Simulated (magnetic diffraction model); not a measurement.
## Solving a magnetic structure from powder neutron data: YbZnAs2

Space group P4/nmm (no. 129, origin choice 1), a = 3.9410 Å, c = 9.7600 Å.

| site | atom | x | y | z |
| --- | --- | --- | --- | --- |
| 2c | Yb | 0 | 1/2 | 0.7670 |
| 2c | As | 1/2 | 0 | 0.6591 |
| 2a | As | 1/2 | 1/2 | 0 |
| 2b | Zn | 1/2 | 1/2 | 1/2 |

The compound is invented for this exercise: a known structure type with other elements, its cell scaled to their sizes and not relaxed.

Only Yb is taken to order (form factors of Yb3+); orders and moment sizes are assumed, and not adapted to the symmetry. Radiation: neutrons of λ = 1.8 Å, 8° to 70°; isotropic B of 0.47 Å² (Yb), 0.68 Å² (As) and 0.72 Å² (Zn). Simulated constant-wavelength pattern: nuclear and magnetic terms add, the magnetic one as |2.695 fm × Σ f S⊥ exp(2πi Q·r) exp(−B s²)|², summed over all Q at one angle with the factor 1/(sin²θ cos θ). For collinear order S is the moment m, which repeats by lattice and centring translations R with the sign exp(−2πi k·R). Free-ion form factors, Sears's scattering lengths of 1992, no absorption; a label names one of the reflections at its angle. The strongest nuclear line in the range is 100, and lines under 0.2 are left out.

Above the ordering temperature:

| 2θ (°) | index | I |
| --- | --- | --- |
| 10.58 | (0 0 1) | 1.0 |
| 21.25 | (0 0 2) | 0.9 |
| 28.52 | (1 0 1) | 14.4 |
| 32.12 | (0 0 3) | 0.7 |
| 34.14 | (1 0 2) | 16.0 |
| 37.68 | (1 1 0) | 4.2 |
| 39.25 | (1 1 1) | 1.6 |
| 42.04 | (1 0 3) | 23.8 |
| 43.29 | (0 0 4) | 12.8 |
| 43.67 | (1 1 2) | 100.0 |
| 50.33 | (1 1 3) | 0.3 |
| 51.42 | (1 0 4) | 10.4 |
| 54.35 | (2 0 0) | 44.7 |
| 54.91 | (0 0 5) | 0.7 |
| 58.72 | (1 1 4) | 2.0 |
| 59.02 | (2 0 2) | 0.6 |
| 61.93 | (1 0 5) | 21.4 |
| 62.52 | (2 1 1) | 7.0 |
| 64.55 | (2 0 3) | 0.8 |
| 65.77 | (2 1 2) | 9.8 |
| 67.18 | (0 0 6) | 1.1 |
| 68.52 | (1 1 5) | 0.8 |

Below it (cell unchanged):

| 2θ (°) | I |
| --- | --- |
| 10.58 | 1.0 |
| 13.11 | 6.6 |
| 16.88 | 4.8 |
| 21.25 | 0.9 |
| 25.06 | 0.9 |
| 28.52 | 14.4 |
| 29.59 | 2.4 |
| 31.50 | 3.7 |
| 32.12 | 0.7 |
| 34.14 | 16.0 |
| 34.83 | 0.2 |
| 36.72 | 2.0 |
| 37.68 | 4.2 |
| 39.25 | 1.6 |
| 40.06 | 0.6 |
| 41.56 | 1.1 |
| 42.04 | 23.8 |
| 43.29 | 12.8 |
| 43.67 | 100.0 |
| 44.23 | 0.9 |
| 45.79 | 0.7 |
| 48.62 | 0.8 |
| 49.91 | 1.4 |
| 50.33 | 0.3 |
| 51.42 | 10.4 |
| 52.25 | 0.4 |
| 53.31 | 0.4 |
| 53.63 | 1.0 |
| 54.35 | 44.7 |
| 54.91 | 0.7 |
| 56.17 | 0.6 |
| 57.34 | 1.0 |
| 58.72 | 2.0 |
| 59.02 | 0.6 |
| 59.47 | 0.7 |
| 60.45 | 0.2 |
(The table stops after 36 lines; 10 more lie at higher angle.)

**Question.** Check that the new lines index with k = (0 1/2 0), then choose among these models:
A. collinear moments along [001], 2.3 μB on Yb; signs + at (0, 1/2, 0.7670), − at (1/2, 0, 0.2330)
B. collinear moments along [010], 2.3 μB on Yb; signs + at (0, 1/2, 0.7670), − at (1/2, 0, 0.2330)
C. collinear moments along [010], 2.3 μB on Yb; signs + at (0, 1/2, 0.7670), + at (1/2, 0, 0.2330)
D. collinear moments along [001], 2.3 μB on Yb; signs + at (0, 1/2, 0.7670), + at (1/2, 0, 0.2330)

The new lines index as (0 1/2 0) at 13.11°, (0 1/2 1) at 16.88°, (0 1/2 2) at 25.06° and (1 1/2 0) at 29.59°, that is as H ± k with k = (0 1/2 0), one of 2 inequivalent arms of its star (k and −k counted as one), which a powder can't tell apart. Half indices mean that the moments reverse under translations with k·R a half-integer, and the magnetic cell has twice the primitive volume.

Magnetic intensity, observed (below minus above) and for each model:

| 2θ (°) | index | observed | A | B | C | D |
| --- | --- | --- | --- | --- | --- | --- |
| 13.11 | (0 1/2 0) | 6.6 | 6.6 | <0.2 | <0.2 | 6.6 |
| 16.88 | (0 1/2 1) | 4.8 | 4.8 | 3.1 | 3.1 | 4.8 |
| 25.06 | (0 1/2 2) | 0.9 | 0.9 | 2.5 | 2.5 | 0.9 |
| 34.83 | (0 1/2 3) | 0.2 | 0.2 | 1.4 | 1.4 | 0.2 |
| 41.56 | (0 3/2 1) | 1.1 | 1.1 | <0.2 | <0.2 | 1.1 |
| 44.23 | (1 1/2 3) | 0.9 | 0.9 | 1.8 | 1.8 | 0.9 |
| 45.43 | (0 1/2 4) | <0.2 | <0.2 | 0.8 | 0.8 | <0.2 |
| 49.91 | (1 3/2 1) | 1.4 | 1.4 | 0.5 | 0.5 | 1.4 |

Models A and D match alike on every line, so these data can't choose among them (such ties are often domains of one structure).

The structure used: k = (0 1/2 0), collinear moments along [001], 2.3 μB on Yb; signs + at (0, 1/2, 0.7670), − at (1/2, 0, 0.2330).
